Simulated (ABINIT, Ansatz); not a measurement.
## Lattice dynamics of Zr (Zirconium) in two programs

Aim: the phonon dispersion of Zr (Zirconium), checked by a second program.

Program: ABINIT 10.8.3. Level of theory: DFT PBE, scalar-relativistic, plane waves, PseudoDojo norm-conserving pseudopotentials. Results are calculated unless marked as measured.

This is a report of a sequence of runs, with most program output left out.

### 1. The starting structure

Symmetry: P6_3/mmc, No. 194, hexagonal system. The conventional cell has a = 3.232 Å, b = 3.232 Å, c = 5.147 Å, α = 90.00°, β = 90.00°, γ = 120.00°. Nearest to Zr lie 12 Zr at 3.18 to 3.23 Å.

As a file:

```cif
data_structure
_symmetry_space_group_name_H-M 'P6_3/mmc'
_symmetry_Int_Tables_number 194
_cell_length_a 3.2320
_cell_length_b 3.2320
_cell_length_c 5.1470
_cell_angle_alpha 90.000
_cell_angle_beta 90.000
_cell_angle_gamma 120.000
_cell_volume 46.56
loop_
_atom_site_label
_atom_site_type_symbol
_atom_site_symmetry_multiplicity
_atom_site_Wyckoff_symbol
_atom_site_fract_x
_atom_site_fract_y
_atom_site_fract_z
_atom_site_occupancy
Zr1 Zr 2 c 0.33333 0.66667 0.25000 1
```

### 2. A probe with smearing

A first run with smearing and empty bands tells whether the crystal has a gap, which decides between fixed occupations and smearing later on.

Input file probe.abi:

```
# ground state
tolvrs 1.0d-08
prtden 1
prtwf 1

# basis, mesh and filling
ecut 29.0
ngkpt 6 6 4
nshiftk 1
shiftk 0.0 0.0 0.0
istwfk *1
occopt 7
tsmear 0.005
nband 19
nstep 100
diemac 9.0
prtebands 0
prtgsr 0

# cell and atoms
acell 3*1.0 Angstrom
rprim 
    3.232 0.0 0.0
    -1.616 2.798994105 0.0
    0.0 0.0 5.147
ntypat 1
znucl 40
natom 2
typat 1 1
xred 
    1/3 2/3 0.25
    2/3 1/3 0.75
pp_dirpath "./pseudo"
pseudos "Zr.upf"
```

The run is started by

```bash
> OMP_NUM_THREADS=1 mpirun -n 16 abinit probe.abi > probe.log
```

The job ended after 4.1 s (16 MPI ranks of Arm Neoverse V1, shared host).

Read from the output:

| Quantity | Value |
| --- | --- |
| volume per atom | 23.28 Å³ |
| pressure | -0.1234 GPa |
| gap on the k-mesh | 0 eV |

No gap opens on this mesh, so smearing is kept; the printed pressure holds the stress of the finite basis too.

### 3. Relaxing the cell and atoms

The harmonic expansion needs vanishing forces, and a free crystal bears no stress, so cell and atoms are brought to rest. Stress is more sensitive to the basis than forces are: the last 3 Ha under the cutoff are smoothed with ecutsm, and the cutoff is raised above that of the later runs.

Input file relax.abi:

```
# relaxation
ionmov 2
optcell 2
dilatmx 1.08
ntime 40
tolmxf 1.0d-05
tolvrs 1.0d-14
prtwf 0
prtden 0
chksymtnons 0

# basis, mesh and filling
ecut 36.0
ecutsm 3.0
ngkpt 12 12 6
nshiftk 1
shiftk 0.0 0.0 0.0
istwfk *1
occopt 7
tsmear 0.01
nband 19
nstep 100
diemac 1000000.0
prtebands 0
prtgsr 0

# cell and atoms
acell 3*1.0 Angstrom
rprim 
    3.232 0.0 0.0
    -1.616 2.798994105 0.0
    0.0 0.0 5.147
ntypat 1
znucl 40
natom 2
typat 1 1
xred 
    1/3 2/3 0.25
    2/3 1/3 0.75
pp_dirpath "./pseudo"
pseudos "Zr.upf"
```

The run is started by

```bash
> OMP_NUM_THREADS=1 mpirun -n 16 abinit relax.abi > relax.log
```

Wall time 75 s (16 MPI ranks); 20 min of CPU time.

Step by step:

```
step  energy less that of the first step (eV)  largest force (eV/Å)  volume (Å³)
   1                                   0.0000                0.0000        46.56
   2                                  -0.0004                0.0000        46.65
   3                                  -0.0008                0.0000        46.90
   4                                  -0.0009                0.0000        46.90
   5                                  -0.0009                0.0000        46.88
   6                                  -0.0009                0.0000        46.86
   7                                  -0.0009                0.0000        46.86
```

```
conventional cell, symmetrised  before  after  change
                         a (Å)   3.232  3.232  +0.0 %
                         b (Å)   3.232  3.232  +0.0 %
                         c (Å)   5.147  5.179  +0.6 %
              volume (Å³/atom)   23.28  23.43  +0.6 %
```

The relaxed structure:

```
Zr
1.0
     3.23240    0.00000    0.00000
    -1.61620    2.79934    0.00000
     0.00000    0.00000    5.17872
Zr
2
Direct
  0.33333 0.66667 0.25000
  0.66667 0.33333 0.75000
```

Numbers from this step:

```yaml
volume_per_atom: 23.43 Å³
pressure: -1.47e-4 GPa
```

The volume changes by +0.6 % in this run and stands +0.6 % from the first cell.

### 4. Self-consistent run for the response

First-order wavefunctions inherit every error of the ground state, hence the very tight tolvrs. Smearing stays on, as the first look found no gap above 0.3 eV.

Input file gs.abi:

```
# ground state
tolvrs 1.0d-16
prtden 1
prtwf 1

# basis, mesh and filling
ecut 29.0
ngkpt 12 12 6
nshiftk 1
shiftk 0.0 0.0 0.0
istwfk *1
occopt 7
tsmear 0.01
nband 19
nstep 100
diemac 1000000.0
prtebands 0
prtgsr 0

# cell and atoms
acell 3*1.0 Angstrom
rprim 
    3.232401753 0.0 0.0
    -1.616200876 2.799342033 0.0
    0.0 0.0 5.178719101
ntypat 1
znucl 40
natom 2
typat 1 1
xred 
    1/3 2/3 0.25
    2/3 1/3 0.75
pp_dirpath "./pseudo"
pseudos "Zr.upf"
```

The run is started by

```bash
> OMP_NUM_THREADS=1 mpirun -n 16 abinit gs.abi > gs.log
```

Wall time 9.9 s (16 MPI ranks).

Read from the output:

- pressure: -0.4558 GPa

The cell stands at -0.46 GPa: the relaxation ran with a smoothed and higher cutoff, and the difference is a stress of the finite basis.

### 5. Linear response at Γ

At q = 0 one unit cell holds all displacements. The response is solved for single atoms along the cell's directions, and symmetry skips those that follow from others. The crystal is treated as a metal, which screens a static field, so no field response is asked.

Input file dfpt_gamma.abi:

```

# common to the responses
getwfk_filepath "gso_WFK"
kptopt 2
nqpt 1
qpt 0.0 0.0 0.0
asr 0
chneut 0

# displacements
rfphon 1
rfatpol 1 2
rfdir 1 1 1
tolvrs 1.0d-10
prtwf 0
prtpot 1

# basis, mesh and filling
ecut 29.0
ngkpt 12 12 6
nshiftk 1
shiftk 0.0 0.0 0.0
istwfk *1
occopt 7
tsmear 0.01
nband 19
nstep 100
diemac 1000000.0
prtebands 0
prtgsr 0

# cell and atoms
acell 3*1.0 Angstrom
rprim 
    3.232401753 0.0 0.0
    -1.616200876 2.799342033 0.0
    0.0 0.0 5.178719101
ntypat 1
znucl 40
natom 2
typat 1 1
xred 
    1/3 2/3 0.25
    2/3 1/3 0.75
pp_dirpath "./pseudo"
pseudos "Zr.upf"
```

The run is started by

```bash
> OMP_NUM_THREADS=1 mpirun -n 16 abinit dfpt_gamma.abi > dfpt_gamma.log
```

Elapsed: 41 s, on 16 MPI ranks; 11 min of CPU time.

Read from the output:

```yaml
largest_acoustic_frequency_at_the_zone_centre_before_the_sum_rule: -3.94 cm⁻¹
highest_optical_zone_centre_mode_no_lo_to_term: 152.8 cm⁻¹
lowest_optical_zone_centre_mode: 68.68 cm⁻¹
```

The acoustic modes at Γ come out as far as 3.9 cm⁻¹ from zero, where they should vanish, a small numerical error.

### 6. Linear response on the mesh

Linear response treats each wavevector of the 3×3×2 mesh in the unit cell; the first-order potentials are kept for the electron-phonon matrix elements.

Input file dfpt_q.abi:

```
ndtset 5

# wavevectors
qpt1 0.3333333333 0.0 0.0
qpt2 0.3333333333 0.3333333333 0.0
qpt3 0.0 0.0 0.5
qpt4 0.3333333333 0.0 0.5
qpt5 0.3333333333 0.3333333333 0.5

# displacements
getwfk_filepath "gso_WFK"
getwfq_filepath "gso_WFK"
kptopt 3
nqpt 1
rfphon 1
rfatpol 1 2
rfdir 1 1 1
tolvrs 1.0d-10
prtwf 0
prtpot 1

# basis, mesh and filling
ecut 29.0
ngkpt 12 12 6
nshiftk 1
shiftk 0.0 0.0 0.0
istwfk *1
occopt 7
tsmear 0.01
nband 19
nstep 100
diemac 1000000.0
prtebands 0
prtgsr 0

# cell and atoms
acell 3*1.0 Angstrom
rprim 
    3.232401753 0.0 0.0
    -1.616200876 2.799342033 0.0
    0.0 0.0 5.178719101
ntypat 1
znucl 40
natom 2
typat 1 1
xred 
    1/3 2/3 0.25
    2/3 1/3 0.75
pp_dirpath "./pseudo"
pseudos "Zr.upf"
```

The run is started by

```bash
> OMP_NUM_THREADS=1 mpirun -n 16 abinit dfpt_q.abi > dfpt_q.log
```

It took 15 min on 16 MPI ranks.

This step gave:

- lowest mode on the q mesh (acoustic ones at the zone centre apart): 50.43 cm⁻¹

Frequencies (cm⁻¹) before the sum rule at the irreducible wavevectors but Γ, which is solved apart; negative means imaginary. Frequencies by wavevector:

```
    q (fractions)  star  mode 1  mode 2  mode 3  mode 4  mode 5  mode 6
       0.3333 0 0     6   59.24   67.99   138.4     141     156   159.2
  0.3333 0.3333 0     2   120.3   120.3   135.8   135.8   142.6   195.6
          0 0 0.5     1   50.43   50.43   50.43   50.43   132.8   132.8
     0.3333 0 0.5     6   103.8   103.8   110.2   110.2   166.1   166.1
0.3333 0.3333 0.5     2   67.35   67.35   167.2   167.2   172.9   172.9
```

### 7. Interpolated phonon bands

anaddb transforms the dynamical matrices to force constants and back along the path; points of the mesh come back as solved, but for the sum rule and, in polar crystals, the LO-TO term at Γ; the rest is interpolation.

Input file anaddb.abi:

```
ddb_filepath "all_DDB"
output_file "anaddb.abo"
outdata_prefix "anaddb"
ifcflag 1
ngqpt 3 3 2
nqshft 1
q1shft 0.0 0.0 0.0
asr 1
chneut 0
dipdip 0
dipquad 0
quadquad 0
enunit 0
eivec 0
nph1l 93
qph1l 
    0.0 0.0 0.0 1.0
    0.05 0.0 0.0 1.0
    0.1 0.0 0.0 1.0
    0.15 0.0 0.0 1.0
    0.2 0.0 0.0 1.0
    0.25 0.0 0.0 1.0
    0.3 0.0 0.0 1.0
    0.35 0.0 0.0 1.0
    0.4 0.0 0.0 1.0
    0.45 0.0 0.0 1.0
    0.5 0.0 0.0 1.0
    0.48333333 0.03333333 0.0 1.0
    0.46666667 0.06666667 0.0 1.0
    0.45 0.1 0.0 1.0
    0.43333333 0.13333333 0.0 1.0
    0.41666667 0.16666667 0.0 1.0
    0.4 0.2 0.0 1.0
    0.38333333 0.23333333 0.0 1.0
    0.36666667 0.26666667 0.0 1.0
    0.35 0.3 0.0 1.0
    0.33333333 0.33333333 0.0 1.0
    0.3 0.3 0.0 1.0
    0.26666667 0.26666667 0.0 1.0
    0.23333333 0.23333333 0.0 1.0
    0.2 0.2 0.0 1.0
    0.16666667 0.16666667 0.0 1.0
    0.13333333 0.13333333 0.0 1.0
    0.1 0.1 0.0 1.0
    0.06666667 0.06666667 0.0 1.0
    0.03333333 0.03333333 0.0 1.0
    0.0 0.0 0.0 1.0
    0.0 0.0 0.05 1.0
    0.0 0.0 0.1 1.0
    0.0 0.0 0.15 1.0
    0.0 0.0 0.2 1.0
    0.0 0.0 0.25 1.0
    0.0 0.0 0.3 1.0
    0.0 0.0 0.35 1.0
    0.0 0.0 0.4 1.0
    0.0 0.0 0.45 1.0
    0.0 0.0 0.5 1.0
    0.05 0.0 0.5 1.0
    0.1 0.0 0.5 1.0
    0.15 0.0 0.5 1.0
    0.2 0.0 0.5 1.0
    0.25 0.0 0.5 1.0
    0.3 0.0 0.5 1.0
    0.35 0.0 0.5 1.0
    0.4 0.0 0.5 1.0
    0.45 0.0 0.5 1.0
    0.5 0.0 0.5 1.0
    0.48333333 0.03333333 0.5 1.0
    0.46666667 0.06666667 0.5 1.0
    0.45 0.1 0.5 1.0
    0.43333333 0.13333333 0.5 1.0
    0.41666667 0.16666667 0.5 1.0
    0.4 0.2 0.5 1.0
    0.38333333 0.23333333 0.5 1.0
    0.36666667 0.26666667 0.5 1.0
    0.35 0.3 0.5 1.0
    0.33333333 0.33333333 0.5 1.0
    0.3 0.3 0.5 1.0
    0.26666667 0.26666667 0.5 1.0
    0.23333333 0.23333333 0.5 1.0
    0.2 0.2 0.5 1.0
    0.16666667 0.16666667 0.5 1.0
    0.13333333 0.13333333 0.5 1.0
    0.1 0.1 0.5 1.0
    0.06666667 0.06666667 0.5 1.0
    0.03333333 0.03333333 0.5 1.0
    0.0 0.0 0.5 1.0
    0.5 0.0 0.5 1.0
    0.5 0.0 0.45 1.0
    0.5 0.0 0.4 1.0
    0.5 0.0 0.35 1.0
    0.5 0.0 0.3 1.0
    0.5 0.0 0.25 1.0
    0.5 0.0 0.2 1.0
    0.5 0.0 0.15 1.0
    0.5 0.0 0.1 1.0
    0.5 0.0 0.05 1.0
    0.5 0.0 0.0 1.0
    0.33333333 0.33333333 0.5 1.0
    0.33333333 0.33333333 0.45 1.0
    0.33333333 0.33333333 0.4 1.0
    0.33333333 0.33333333 0.35 1.0
    0.33333333 0.33333333 0.3 1.0
    0.33333333 0.33333333 0.25 1.0
    0.33333333 0.33333333 0.2 1.0
    0.33333333 0.33333333 0.15 1.0
    0.33333333 0.33333333 0.1 1.0
    0.33333333 0.33333333 0.05 1.0
    0.33333333 0.33333333 0.0 1.0
```

Input file mrgddb.in:

```
all_DDB
merged
6
dfpt_gammao_DDB
dfpt_qo_DS1_DDB
dfpt_qo_DS2_DDB
dfpt_qo_DS3_DDB
dfpt_qo_DS4_DDB
dfpt_qo_DS5_DDB
```

The run is started by

```bash
> mrgddb < mrgddb.in > mrgddb.log
> OMP_NUM_THREADS=1 anaddb anaddb.abi > anaddb.log
```

Elapsed: 0.52 s, on 1 thread.

Numbers from this step:

- lowest frequency on the path: 0 cm⁻¹

Anaddb. Phonon branches along the path, in cm⁻¹:

```
    point  branch 1  branch 2  branch 3  branch 4  branch 5  branch 6
        Γ         0         0         0        69        69       153
  halfway        49        50       112       119       138       157
        M        66        90       151       156       169       174
  halfway        96        98       142       144       164       185
        K       120       120       136       136       143       196
  halfway        58        76       103       144       145       156
        Γ         0         0         0        69        69       153
  halfway        28        28        64        64        80       151
        A        50        50        50        50       133       133
  halfway        90        90        99        99       153       153
        L       116       116       117       117       180       180
  halfway        83        83       149       149       178       178
        H        67        67       167       167       173       173
  halfway        82        82       119       119       157       157
        A        50        50        50        50       133       133
jump to L       116       116       117       117       180       180
  halfway        83       105       136       145       173       178
        M        66        90       151       156       169       174
jump to H        67        67       167       167       173       173
  halfway        91        91       149       159       159       187
        K       120       120       136       136       143       196
```

All branches are real along the path.

### 8. Density of states

Sums over the zone need many more wavevectors than were solved, so the interpolation is sampled on a dense mesh.

Input file anaddb.abi:

```
ddb_filepath "all_DDB"
output_file "anaddb.abo"
outdata_prefix "anaddb"
ifcflag 1
ngqpt 3 3 2
nqshft 1
q1shft 0.0 0.0 0.0
asr 1
chneut 0
dipdip 0
dipquad 0
quadquad 0
prtdos 2
ng2qpt 16 16 9
dosdeltae 4.5563e-06
ntemper 11
temperinc 100.0
tempermin 0.0
```

The run is started by

```bash
> OMP_NUM_THREADS=1 anaddb anaddb.abi > anaddb.log
```

Wall time 0.59 s (1 thread).

Numbers from this step:

| Item | Value |
| --- | --- |
| share of modes beyond 3i cm⁻¹ on the dense interpolated mesh | 0 |
| zero-point energy per atom | 22.59 meV |
| heat capacity at 300 K | 24.18 J/(mol atoms K) |
| vibrational entropy at 300 K | 40.38 J/(mol atoms K) |

(Part 1 of 2 ends here.)

[Host names and launcher messages were left out of these logs when they were recorded.]

[Logs are printed without paths, hosts, clocks, repeated set-up lines and the standing remarks that a program may print on its own settings, such as how far it seeks lower states.]

[Hosts, paths, dates, database ids (printed as entryN), source tags and the programs' standing remarks are cut or masked in the printed files.]
